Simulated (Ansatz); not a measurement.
# Cs2InAgCl6 (Fm-3m): spin-orbit coupling beyond the local functionals

Aim: the spin-orbit change of the gap of Cs2InAgCl6 (Fm-3m).

Method: density functionals with and without spin-orbit coupling, plane waves, PAW, in Ansatz 0.2.0.

**Experimental background.**

- Gap 3.3 eV: optical gap from absorption onset near 380 nm, assigned as direct at Gamma; diffuse reflectance with Kubelka-Munk analysis; powder (“Cs2InAgCl6: A new lead-free halide double perovskite with direct band gap”, 2016, arxiv:1611.05426).

### Step 1. Set-up

The structure is cubic, space group Fm-3m (No. 225). Conventional cell: a = 10.469 Å, b = 10.469 Å, c = 10.469 Å, α = 90.00°, β = 90.00°, γ = 90.00°. Nearest to Cs lie 12 Cl at 3.70 Å. Nearest to In lie 6 Cl at 2.51 Å. Ag has 6 Cl at 2.72 Å nearest. Nearest to Cl lie 1 In at 2.51 Å and 1 Ag at 2.72 Å and 4 Cs at 3.70 Å. Farther neighbours, and contacts between anions beyond the nearest, are not listed.

The cell and positions come from the Crystallography Open Database and are kept as given unless a step says otherwise. The default PAW set here is soft_2. Its files were made with PBE.

### Step 2. HSE06, 2×2×2 mesh

This step: DFT, HSE06, plane waves, PAW.

input.yaml

```yaml
crystal:
  lattice:
    - [0.0, 5.2345, 5.2345]
    - [5.2345, 0.0, 5.2345]
    - [5.2345, 5.2345, 0.0]
  atoms:
    - { symbol: Cs, position: [0.25, 0.25, 0.25] }
    - { symbol: Cs, position: [0.75, 0.75, 0.75] }
    - { symbol: In, position: [0.0, 0.0, 0.0] }
    - { symbol: Ag, position: [0.5, 0.5, 0.5] }
    - { symbol: Cl, position: [0.76021, 0.23979, 0.23979] }
    - { symbol: Cl, position: [0.23979, 0.76021, 0.23979] }
    - { symbol: Cl, position: [0.23979, 0.76021, 0.76021] }
    - { symbol: Cl, position: [0.76021, 0.23979, 0.76021] }
    - { symbol: Cl, position: [0.23979, 0.23979, 0.76021] }
    - { symbol: Cl, position: [0.76021, 0.76021, 0.23979] }
kpoints:
  mp_grid: { grid: [2, 2, 2] }
  band_path:
    path:
      - [0.0, 0.0, 0.0]
      - [0.5, 0.0, 0.5]
      - [0.625, 0.25, 0.625]
      - [0.375, 0.375, 0.75]
      - [0.5, 0.5, 0.5]
      - [0.5, 0.25, 0.75]
    npoints: 1
hamiltonian:
  xc: hse06
scf:
  occupations: { method: fixed }
  n_extra_bands: 7
output:
  eigenvalues: true
```

Launch:

```sh
ansatz run input.yaml --threads 3 --pin off --max-ram 92160MiB --backend cuda --events-out ev --progress --plain --runs-dir out --devices 1 --max-vram 13GiB
```

Standard output:

```text
scf.n_extra_bands = 7 over 46 filled bands (N_el = 92.0): the run solves 53 bands
GPUs: using 1 of 1 available (devices: 1).
Engine: ansatz 0.2.0, x86_64-unknown-linux-gnu
Pseudopotentials: kind: paw
Pseudopotential: Cs, paw, valence charge 9, recommended cutoff 420 eV (normal), Cs.paw.azcp
Pseudopotential: In, paw, valence charge 13, recommended cutoff 420 eV (normal), In.paw.azcp
Pseudopotential: Ag, paw, valence charge 19, recommended cutoff 420 eV (normal), Ag.paw.azcp
Pseudopotential: Cl, paw, valence charge 7, recommended cutoff 420 eV (normal), Cl.paw.azcp
Functional definition: HSE06
  parameter a = 0.25
  parameter omega = 0.11/bohr
  exchange = pbe_x - a*pbe_x_sr(omega) + a*exact_x_sr(omega)
  correlation = pbe_c
davidson cushion auto → on  (no smearing: the cushion is to keep the highest requested band from converging to the state above it; pin scf.eigensolver.cushion to override)
device memory: the entry about to start is reckoned to put 4.2 GiB on a device that reports 42.0 GiB free (of which the cap on the GPU budget leaves the run 13.0 GiB)
GPU FFT provider: cuFFT
GPU libraries: cuBLAS 13.8.2, cuFFT 12.4.0, cuSOLVER 12.3.4
Crystal: 10 atoms, lattice volume = 286.850 Å³
Basis set: ecut = 420 eV, 5601 PW (Γ)
Bands: 53, of which v1, the nominal top of the filled ones, is band 46 counted from 1 (45 counted from 0)
Symmetry: 48 space group operations
Space group: Fm-3m (ITA 225), of the structure as read, at distance tolerance 6.6e-5 Å
k-points: 3 of 8
Non-local potential: Cs, projectors of the file, l = 0: 3, l = 1: 2, l = 2: 2, l = 3: 2
Non-local potential: In, projectors of the file, l = 0: 2, l = 1: 2, l = 2: 2, l = 3: 2
Non-local potential: Ag, projectors of the file, l = 0: 3, l = 1: 2, l = 2: 2, l = 3: 1
Non-local potential: Cl, projectors of the file, l = 0: 2, l = 1: 2, l = 2: 2
PAW form: soft (Blöchl's): semilocal exchange-correlation on the pseudo side does not see the compensation charge
PAW frozen core: Cs, regenerated for the run's functional, and the local potential with it (the file was generated under x = pbe(κ = 0.804, μ = 0.219515), c = pbe(β = 0.066725))
PAW frozen core: In, regenerated for the run's functional, and the local potential with it (the file was generated under x = pbe(κ = 0.804, μ = 0.219515), c = pbe(β = 0.066725))
PAW frozen core: Ag, regenerated for the run's functional, and the local potential with it (the file was generated under x = pbe(κ = 0.804, μ = 0.219515), c = pbe(β = 0.066725))
PAW frozen core: Cl, regenerated for the run's functional, and the local potential with it (the file was generated under x = pbe(κ = 0.804, μ = 0.219515), c = pbe(β = 0.066725))
PAW one-centre angular grid: Cs, 194 points (default); XC on 96 Gauss nodes
PAW one-centre angular grid: In, 590 points (default); XC on 64 Gauss nodes
[...]
GPU FFT provider: cuFFT
GPU libraries: cuBLAS 13.8.2, cuFFT 12.4.0, cuSOLVER 12.3.4
GPU buffer pool allocated for 125000 grid points (all kernels)
GPU transforms: local potential and band sums: pruned to the plane-wave sphere, on 50×50×50
Exchange kernel: α = 0.2500, screened, ω = 0.2079 Å⁻¹, Wigner–Seitz truncation, v(0) = 1013.5262 eV·Å³, q-mesh 2×2×2, nearest image of the exchange supercell L = 14.81 Å, pair-density grid 30×30×30, without the augmentation charges, whose exchange is taken in its separable form by FFT convolution over the k-point mesh (sized by the pseudopotential files, 45×45×45 at the most), smooth part of the exact exchange by density-matrix convolution in up to 2.19 GiB of GPU memory as planned if the GPU has room (build and FFT work areas not counted)
Frozen-core exchange: fock
SCF iter   1: F=—  HF=-31042.514352 eV  |F-HF|=—  |Δ(HF+E_count)|=         —  Δρ=3.34e-5  dr2=2.27e-6  ethr=2.73e-7  ⟨swp⟩=3.0  Hψ=387  notcnv=0
preconditioner: auto → none  [insulator: Δε(μ)=2.579 eV  Ē_g=13.602 eV  n_scr=58 (ndim 8)  ℏωp=19.6 eV  f_vac=0.037]
SCF iter   2: F=—  HF=-31042.514352 eV  |F-HF|=—  |Δ(HF+E_count)|=   6.27e-8  Δρ=1.46e-5  dr2=3.73e-7  ethr=2.05e-9  ⟨swp⟩=4.7  Hψ=483  notcnv=0
SCF iter   3: F=-31042.514352 eV  HF=-31042.514352 eV  |F-HF|=6.44e-8  |Δ(HF+E_count)|=   4.50e-7  Δρ=5.92e-6  dr2=8.97e-8  ethr=3.36e-10  ⟨swp⟩=6.0  Hψ=448  notcnv=0  defer=2
SCF 3 converged in 3 iterations: F = -31042.514352 eV  dr2 = 8.97e-8
hybrid outer 2: dexx = +7.911e-7 eV, tail = 2.13e-7 eV, Δε = 2.17e-3 eV (about 1.57e-4 eV left of the loop's levels)
device memory: the entry about to start is reckoned to put 1.5 GiB on a device that reports 55.7 GiB free (of which the cap on the GPU budget leaves the run 13.0 GiB)
NSCF: frozen V_eff on 6 k-points
hybrid SCF converged: 2 outer / 10 inner (+2 warm-up), last move |dexx| = 7.91e-7 eV, tail = 2.13e-7 eV
Stability not checked: this state was not tested for a lower state beside it, because the functional holds exact exchange (a hybrid, or Hartree-Fock), whose exchange loop this test does not read (fock_operator; see scf.lower_state_search)
Free energy (F): -31042.514352 eV
Frozen-core exchange: fock
Harris-Foulkes:  -31042.514352 eV  (|F-HF|=6.44e-8)
Internal energy: -31042.514352 eV  (E = F + TS)
E sigma→0 (E₀):  -31042.514352 eV
Fermi energy:    3.229064 eV
--- Per-component energies (eV) ---
  E_band       = -823.733556
  E_kinetic    = 2028.813802
  E_local      = -7603.569507  (includes V_loc(G=0)·N_el)
  E_nonlocal   = 687.012448
  E_hartree    = 3149.808452
  E_xc         = -1113.364830
  E_vxc        = -1051.323155  (∫ρ·V_xc dr)
  E_exx        = -237.460336  (= α·E_x^exact, valence–valence)
  E_paw        = -22218.959658  (= ΣΔE_a)
  E_vpaw       = -709.364241  (= ΣTr[D̂ρ^β])
  E_aug_tail   = 0.000891  (compensation charges beyond the density's cutoff)
  E_ewald      = -5733.745495
  E_core_change = -1.050118  (= ΣΔE_core)
  E_smearing   = -0.000000  (= −TS)
  E_closure    = -0.000000  (closes the sum)
  Σ components = -31042.514352   (vs F -31042.514352, Δ=3.64e-12)
--- Band table (eV) ---
  k-point 0: bands = [... 42 lower, 2.2528, 2.2528, 3.2291, 3.2291, 5.8074, 9.8007, 9.8838, 9.8838, ... 3 higher]
  k-point 1: bands = [... 42 lower, 2.0752, 2.0752, 2.5986, 2.5986, 7.6444, 8.6623, 11.0173, 11.1512, ... 3 higher]
  k-point 2: bands = [... 42 lower, 2.1231, 2.1231, 2.2377, 3.2274, 8.2666, 10.5888, 11.1231, 11.2230, ... 3 higher]
```

It took 19 s on 1 × NVIDIA H100 80GB HBM3 (shared by 6 runs) with 3 threads of AMD EPYC 7R13 (Zen 3), shared host; peak memory 1.2 GiB.

Read from the output:

- gap: 2.578 eV
- valence top at: Γ
- conduction bottom at: Γ
- least direct gap: 2.578 eV
- exact-exchange fraction: 0.25

The gap is direct, at Γ.

### Step 3. HSE06+SOC, 2×2×2 mesh

The many-body steps leave out spin-orbit coupling, so its effect is taken from a two-component run, with twice the bands.

This step: DFT, HSE06 with spin-orbit coupling, plane waves, PAW.

input.yaml, as its differences from that of step 2:

```diff
@@ -30,5 +30,12 @@
 scf:
-  occupations: { method: fixed }
-  n_extra_bands: 7
+  occupations: { method: fermi_dirac, width: 0.02 }
+  n_extra_bands: 14
+magnetization:
+  noncollinear: true
+  spin_orbit: true
 output:
   eigenvalues: true
+  write_density: true
+  write_potential: true
+  elf: true
+  volumetric_format: npy
```

Standard output:

```text
[...]
GPUs: using 1 of 1 available (devices: 1).
[...]
non-collinear run that drives no moment, with spin-orbit: no starting moment large enough to seed its density (crystal.atoms[].spin), no starting occupations that ask for one, no magnetisation constraint and no magnetic field, so the semilocal B_xc is pinned to zero
[...]
GPU FFT provider: cuFFT
GPU libraries: cuBLAS 13.8.2, cuFFT 12.4.0, cuSOLVER 12.3.4
Crystal: 10 atoms, lattice volume = 286.850 Å³
Basis set: ecut = 420 eV, 5601 PW (Γ)
Bands: 106, of which v1, the nominal top of the filled ones, is band 92 counted from 1 (91 counted from 0)
Symmetry: 48 space group operations + 48 with time reversal
[...]
k-points: 3 of 8
Projection manifold: j_resolved (fully-relativistic pseudo-atomic orbitals)
[...]
GPU buffer pool allocated for 125000 grid points (all kernels)
[...]
SCF iter   1: F=—  HF=-31036.265215 eV  |F-HF|=—  |Δ(HF+E_count)|=         —  Δρ=4.26e-2  dr2=7.26e0  dr2_m=0.00e0 (ungated)  ethr=1.00e-1  |M|=0.00e0 ∫|m|=0.00e0 μB  |m|>n=0.0e0 m-floor=0.0e0 τ_xc=0.0e0  β_m=0.30  ⟨swp⟩=7.0  Hψ=1096  notcnv=0
[...]
SCF iter   7: F=-31033.461119 eV  HF=-31033.461108 eV  |F-HF|=1.04e-5  |Δ(HF+E_count)|=   7.89e-5  Δρ=6.96e-5  dr2=1.18e-5  dr2_m=0.00e0 (ungated)  ethr=1.97e-7  |M|=0.00e0 ∫|m|=0.00e0 μB  |m|>n=0.0e0 m-floor=0.0e0 τ_xc=0.0e0  ⟨swp⟩=3.7  Hψ=792  notcnv=0  defer=2
SCF 1 stopped early in 7 iterations: F = -31033.461119 eV  dr2 = 1.18e-5
[...]
GPU FFT provider: cuFFT
GPU libraries: cuBLAS 13.8.2, cuFFT 12.4.0, cuSOLVER 12.3.4
Projection manifold: j_resolved (fully-relativistic pseudo-atomic orbitals)
[...]
GPU buffer pool allocated for 125000 grid points (all kernels)
[...]
Frozen-core exchange: fock
SCF iter   1: F=—  HF=-31035.855305 eV  |F-HF|=—  |Δ(HF+E_count)|=         —  Δρ=5.09e-3  dr2=7.31e-2  dr2_m=0.00e0 (ungated)  ethr=1.28e-7  |M|=0.00e0 ∫|m|=0.00e0 μB  |m|>n=0.0e0 m-floor=0.0e0 τ_xc=0.0e0  β_m=0.30  ⟨swp⟩=12.7  Hψ=1963  notcnv=0
[...]
SCF iter   6: F=-31035.858112 eV  HF=-31035.858113 eV  |F-HF|=9.52e-7  |Δ(HF+E_count)|=   5.81e-6  Δρ=2.69e-5  dr2=4.88e-6  dr2_m=0.00e0 (ungated)  ethr=2.50e-8  |M|=0.00e0 ∫|m|=0.00e0 μB  |m|>n=0.0e0 m-floor=0.0e0 τ_xc=0.0e0  ⟨swp⟩=3.3  Hψ=742  notcnv=0
SCF 2 stopped early in 6 iterations: F = -31035.858112 eV  dr2 = 4.88e-6
hybrid outer 1: dexx = +2.625e-2 eV, tail = 4.75e-5 eV
GPU FFT provider: cuFFT
GPU libraries: cuBLAS 13.8.2, cuFFT 12.4.0, cuSOLVER 12.3.4
Projection manifold: j_resolved (fully-relativistic pseudo-atomic orbitals)
GPU buffer pool allocated for 125000 grid points (all kernels)
[...]
Frozen-core exchange: fock
SCF iter   1: F=—  HF=-31035.857829 eV  |F-HF|=—  |Δ(HF+E_count)|=         —  Δρ=3.96e-5  dr2=4.34e-6  dr2_m=0.00e0 (ungated)  ethr=2.58e-7  |M|=0.00e0 ∫|m|=0.00e0 μB  |m|>n=0.0e0 m-floor=0.0e0 τ_xc=0.0e0  β_m=0.30  ⟨swp⟩=6.7  Hψ=827  notcnv=0
[...]
SCF iter   4: F=-31035.857828 eV  HF=-31035.857828 eV  |F-HF|=3.30e-9  |Δ(HF+E_count)|=   2.39e-8  Δρ=1.12e-6  dr2=3.96e-8  dr2_m=0.00e0 (ungated)  ethr=5.25e-12 (applied; sched 4.86e-12)  |M|=0.00e0 ∫|m|=0.00e0 μB  |m|>n=0.0e0 m-floor=0.0e0 τ_xc=0.0e0  ⟨swp⟩=3.7  Hψ=1569  notcnv=0
eigensolver tolerance schedule: the retry pair's looser diagonalisation over-reported the residual by 0.10 of it (diagonalisation noise at 0.11 of the residual, at the tolerance the schedule requests for it); recorded, not acted on — ethr = c·dr2/N_el stays at c = 1.0e-1
SCF 3 converged in 4 iterations: F = -31035.857828 eV  dr2 = 3.96e-8
[...]
NSCF: frozen V_eff on 6 k-points
[...]
Magnetization: |M| = 0.0000 μB,  M = (+0.0000, +0.0000, +0.0000) μB
Absolute magnetization: 0.0000 μB (∫|m|)
  site 0: m = (+0.0000, +0.0000, +0.0000) μB, |m| = 0.0000 μB  (R = 1.53 Å)
  site 1: m = (+0.0000, +0.0000, +0.0000) μB, |m| = 0.0000 μB  (R = 1.53 Å)
  site 2: m = (+0.0000, +0.0000, +0.0000) μB, |m| = 0.0000 μB  (R = 1.04 Å)
  site 3: m = (+0.0000, +0.0000, +0.0000) μB, |m| = 0.0000 μB  (R = 1.12 Å)
  site 4: m = (+0.0000, +0.0000, +0.0000) μB, |m| = 0.0000 μB  (R = 1.04 Å)
  site 5: m = (+0.0000, +0.0000, +0.0000) μB, |m| = 0.0000 μB  (R = 1.04 Å)
  site 6: m = (+0.0000, +0.0000, +0.0000) μB, |m| = 0.0000 μB  (R = 1.04 Å)
  site 7: m = (+0.0000, +0.0000, +0.0000) μB, |m| = 0.0000 μB  (R = 1.04 Å)
  site 8: m = (+0.0000, +0.0000, +0.0000) μB, |m| = 0.0000 μB  (R = 1.04 Å)
  site 9: m = (+0.0000, +0.0000, +0.0000) μB, |m| = 0.0000 μB  (R = 1.04 Å)
Free energy (F): -31035.857829 eV
Frozen-core exchange: fock
[...]
Internal energy: -31035.857829 eV  (E = F + TS)
E sigma→0 (E₀):  -31035.857829 eV
Fermi energy:    4.541602 eV
[...]
--- Band table (eV) ---
  k-point 0: bands = [... 88 lower, 3.2454, 3.2454, 3.2454, 3.2454, 5.8069, 5.8069, 9.7398, 9.7398, ... 10 higher]
  k-point 1: bands = [... 88 lower, 2.6034, 2.6034, 2.6382, 2.6382, 7.6437, 7.6437, 8.6533, 8.6533, ... 10 higher]
  k-point 2: bands = [... 88 lower, 2.2419, 2.2419, 3.2431, 3.2431, 8.2679, 8.2679, 10.5874, 10.5874, ... 10 higher]
```

The job ended after 69 s (1 × NVIDIA H100 80GB HBM3 (shared by 6 runs) with 3 threads; peak memory 1.9 GiB).

Read from the output:

* gap: 2.562 eV
* valence top at: Γ
* conduction bottom at: Γ
* least direct gap: 2.562 eV
* exact-exchange fraction: 0.25

The gap stands −0.02 eV against HSE06.

### Step 4. Together

Times are wall times on 1 × NVIDIA H100 80GB HBM3 (shared by 6 runs) with 3 threads of AMD EPYC 7R13 (Zen 3), shared host, good to a factor of about two.

```csv
level,gap (eV),with coupling (eV),change (eV),time,with coupling
HSE06,2.58,2.56,−0.02,19 s,69 s
```

### Step 5. Outcome

```yaml
hse06: 2.58 eV
hse06_soc: 2.56 eV
```

What this shows: Spin-orbit coupling changes the gap by −0.02 eV and the least direct gap by −0.02 eV. Against experiment, by HSE06+SOC: the direct gap of 2.56 eV lies −0.74 eV from the measured 3.3 eV (direct, 2016). An exciton line or allowed optical edge lies below the quasiparticle gap by the binding energy; a forbidden edge can push the onset above it. The lattice is static and excitons are left out.

[Long decimals in the printed logs are rounded to 6 places.]

[Logs are printed without paths, hosts, clocks, repeated set-up lines and the standing remarks that a program may print on its own settings, such as how far it seeks lower states.]

[Paths, hosts, dates, memory and timing lines, banners, echoed tables and standing remarks are left out of the program output; an Ansatz launch command may be rebuilt from the run's recorded settings. Measured values are a selection of at most five: reports struck by readers or far from the other reports are left out. None is set beside runs whose start may be inverted or whose files or cutoffs have a known fault.]

[Runs of the session that timed out or met a known fault of the program may be left out.]

[Cells called generated may have been cut or substituted from an entry of the Crystallography Open Database or the Materials Project.]

[Hosts, paths, dates, database ids (printed as entryN), source tags and the programs' standing remarks are cut or masked in the printed files.]

[Where the starting crystal was built by hand or by swapping elements, it need not be the compound's stable phase.]
